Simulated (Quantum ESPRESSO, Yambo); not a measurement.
# SiO2 (Quartz): G0W0 on several meshes in Yambo, part 2 of 2

Wanted: mesh dependence and cost of G0W0 for SiO2 (Quartz).

Quantum ESPRESSO 7.5 and Yambo 5.3.0; LDA and many-body steps on it, plane waves. Known limits of the many-body steps: not at the basis limit; coarse k mesh.

So far. Step 4 (3×3×2): The gap on the mesh goes from 5.80 eV to 8.78 eV, a correction of +2.98 eV. Step 5 (Empty states on the mesh, 3×3×4 mesh, 216 bands): On this mesh the gap is 5.801 eV.

**6. Conversion and set-up**

This step: Yambo 5.3.0; conversion and set-up on LDA, plane waves, norm-conserving pseudopotentials.

Command:

```console
> (cd o/x.save; p2y > p2y.log; mv SAVE ../..); yambo > setup.log
```

What it wrote:

```text
 Yambo, version 5.3.0

 [02] CORE Variables Setup
 =========================

  [02.01] Unit cells
  ==================

  Cell kind             :  HCP
  Atoms in the cell     :  Si  O
  number of Si atoms    :  3
  number of O  atoms    :   6

  List of atomic masses
  Mass of Si    :  28.08500
  Mass of O     :  15.99900

  List of atomic coordinates    : [cc]
  Si1       :  4.926230  0.000000  3.407239  order 1
  Si2       : -2.463115  4.266240  6.814478  order 2
  Si3       :  2.181643  3.778716  0.000000  order 3
  O1       : -0.565732  3.332221  9.005333  order 4
[...]
Q [ 1]         [rlu]:  0.000000  0.000000  0.000000
 Q [ 2]         [rlu]:  0.000000  0.000000  0.250000
 Q [ 3]         [rlu]:  0.000000  0.000000 -0.500000
[...]
Q [ 8]         [rlu]:  0.333333  0.333333  0.250000
 Q [ 9]         [rlu]:  0.333333  0.333333 -0.500000
 Q [10]         [rlu]: -0.333333  0.333333  0.000000
 Q [11]         [rlu]:  0.72872E-17  0.33333     -0.25000
 Q [12]         [rlu]: -0.333333  0.333333  0.250000
 Q [13]         [rlu]:  0.333333 -0.333333  0.250000
 Q [14]         [rlu]: -0.333333  0.333333 -0.500000

  [03.01] X indexes
  =================

   [03.01.01] Sigma indexes
   ========================

 [06] Game Over & Game summary
```

The job ended after 2.8 s (1 MPI rank of Arm Neoverse V1, shared host; peak memory 0.25 GiB).

**7. 3×3×4**

This step: G0W0 on LDA, plane waves, norm-conserving pseudopotentials.

Contents of gw11.in:

```
HF_and_locXC
gw0
dyson
ppa
em1d
rim_cut
RandQpts= 1000000
RandGvec= 1 RL
EXXRLvcs= 72 Ry
VXCRLvcs= 288 Ry
Chimod= "HARTREE"
% BndsRnXp
 1 | 216 |
%
NGsBlkXp= 10 Ry
% LongDrXp
 1 | 1 | 1 |
%
% GbndRnge
 1 | 216 |
%
DysSolver= "n"
ExtendOut
PPAPntXp= 27.21138 eV
% QPkrange
 7 | 7 | 23 | 26 |
 1 | 1 | 23 | 26 |
%
```

Command:

```console
> OMP_NUM_THREADS=2 mpirun -n 2 yambo -F gw11.in -J gw11 -C gw11 > gw11.log
```

What it wrote:

```text
 Yambo, version 5.3.0

 [02] CORE Variables Setup
 =========================

  [... cell, symmetries and grids as in the set-up ...]

  [02.05] Energies & Occupations
  ==============================

  [X] === General ===
  [X] Electronic Temperature                        :  0.000000  0.000000 [eV K]
  [X] Bosonic    Temperature                        :  0.000000  0.000000 [eV K]
  [X] Finite Temperature mode                       : no
  [X] El. density                                   :  0.42403E+24 [cm-3]
  [X] Fermi Level                                   :  2.172053 [eV]

  [X] === Gaps and Widths ===
  [X] Conduction Band Min                           :  5.801365 [eV]
  [X] Valence Band Max                              :  0.000000 [eV]
  [X] Filled Bands                                  :  24
  [X] Empty Bands                                   :   25  216
  [X] Direct Gap                                    :  6.125498 [eV]
  [X] Direct Gap localized at k                     :  1
  [X] Indirect Gap                                  :  5.801365 [eV]
  [X] Indirect Gap between kpts                     :   7   1
  [X] Last valence band width                       :  0.596915 [eV]
  [X] 1st conduction band width                     :  3.097078 [eV]

 [03] Transferred momenta grid and indexing
 ==========================================

 IBZ Q-points                                      :  14
 BZ  Q-points                                      :   36

 K/Q-points units:
 rlu = crystal or reduced units; cc = cartesian coordinates; iku = interal k-units

 Q [ 1]         [rlu]:  0.000000  0.000000  0.000000
 Q [ 2]         [rlu]:  0.000000  0.000000  0.250000
 Q [ 3]         [rlu]:  0.000000  0.000000 -0.500000
[...]
[xc] LIBXC used to calculate xc functional
  PP Number of Atomic Species                      :  2
  NLCC RL compoments                               :   63145
  PP Number of Atomic Species                      :  2
  NLCC RL compoments                               :   63145

 [xc] E_xc :  -24.88627 [Ha]
      E_xc :  -49.77254 [Ry]

  Local XC kind (lXC) : Slater exchange(X)+Perdew & Wang(C)
  Non-Local XC kind (nlXC) : Hartree-Fock

  Corrections @ K [1] :  [eV]
 <23|nlXC|23> = -25.20434 -0.13533E-16 <23|lXC|23> = -19.28076  0.000000
 <24|nlXC|24> = -25.20406  0.14837E-17 <24|lXC|24> = -19.28076  0.000000
 <25|nlXC|25> = -6.521221  0.66901E-19 <25|lXC|25> = -11.30934  0.23602E-16
[...]
Corrections @ K [7] :  [eV]
[...]
<25|nlXC|25> = -7.133799 -0.68784E-18 <25|lXC|25> = -12.56947  0.000000
 <26|nlXC|26> = -7.133203 -0.70116E-18 <26|lXC|26> = -12.56947  0.000000

 [08] Dyson equation: Newton solver
 ==================================

  [08.01] G0W0 (W PPA)
  ====================

  [  GW  ] Bands range     :    1  216
  [GW/PPA] G damping       :  0.100000 [eV]

  QP @ state[ 1 ] K range:  1  1
  QP @ state[ 1 ] b range:  23  26
  QP @ state[ 2 ] K range:   7   7
  QP @ state[ 2 ] b range:  23  26

   Sc/G bands                                       :    1  216
   Sc/G damping                                     :  0.100000 ev
   Sc bands terminator                              : no
   Sx RL components                                 :   7959

   QP @ state[ 1 ] K range                          :  1  1
   QP @ state[ 1 ] b range                          :  23  26
   QP @ state[ 2 ] K range                          :   7   7
   QP @ state[ 2 ] b range                          :  23  26
   GF energies kind                                 : Slater exchange(X)+Perdew & Wang(C)
   GF WF`s kind                                     : Slater exchange(X)+Perdew & Wang(C)
   Xs energies kind                                 : Slater exchange(X)+Perdew & Wang(C)
   Xs WF`s kind                                     : Slater exchange(X)+Perdew & Wang(C)

 [11] Game Over & Game summary
```

It took 14 min on 2 MPI ranks; peak memory 1.7 GiB; 53 min of CPU time.

Numbers from this step:

- G0W0 gap on the points computed: 8.817 eV
- starting gap on the mesh: 5.801 eV
- k of the valence top: 0.3333, 0.3333, 0
- k of the conduction bottom: 0, 0, 0
- least direct G0W0 gap on the computed points: 9.193 eV
- Z at the valence top: 0.8173
- Z at the conduction bottom: 0.8696

Against G0W0 in Yambo (3×3×2 mesh, 216 bands, screening to 136.1 eV, Godby-Needs plasmon pole), the gap moves by +0.033 eV.

**8. The runs together**

Times are wall times on 2 MPI ranks of Arm Neoverse V1, shared host, good to a factor of about two.

```tsv
run	mesh	bands	screening cutoff (eV)	DFT gap (eV)	gap on the mesh (eV)	direct (eV)	time
3×3×2	3×3×2	216	136.1	5.801	8.784	9.158	4.1 min
3×3×4	3×3×4	216	136.1	5.801	8.817	9.193	14 min
```

**9. What came out**

* 3×3×2: 8.784 eV
* 3×3×4: 8.817 eV
* known limits: not at the basis limit; coarse k mesh

What this shows: 3×3×4: +0.033 eV against 3×3×2. Bands and cutoff are finite, so the gap is not at the basis limit. The miss can reach some tenths of an eV and take either sign; the mesh is an error of its own. In the G0W0 runs levels were corrected at 2 k points alone, so a gap called «on the mesh» is the least over those, and an edge elsewhere would be missed. The 3×3×2 mesh is coarse for this cell, which bears on the long-range parts of exchange and screening.

[Paths, hosts, dates, memory and timing lines, banners, echoed tables and standing remarks are left out of the program output.]

[Logs are printed without paths, hosts, clocks, repeated set-up lines and the standing remarks that a program may print on its own settings, such as how far it seeks lower states.]

[Runs of the session that timed out or met a known fault of the program may be left out.]

[Hosts, paths, dates, database ids (printed as entryN), source tags and the programs' standing remarks are cut or masked in the printed files.]
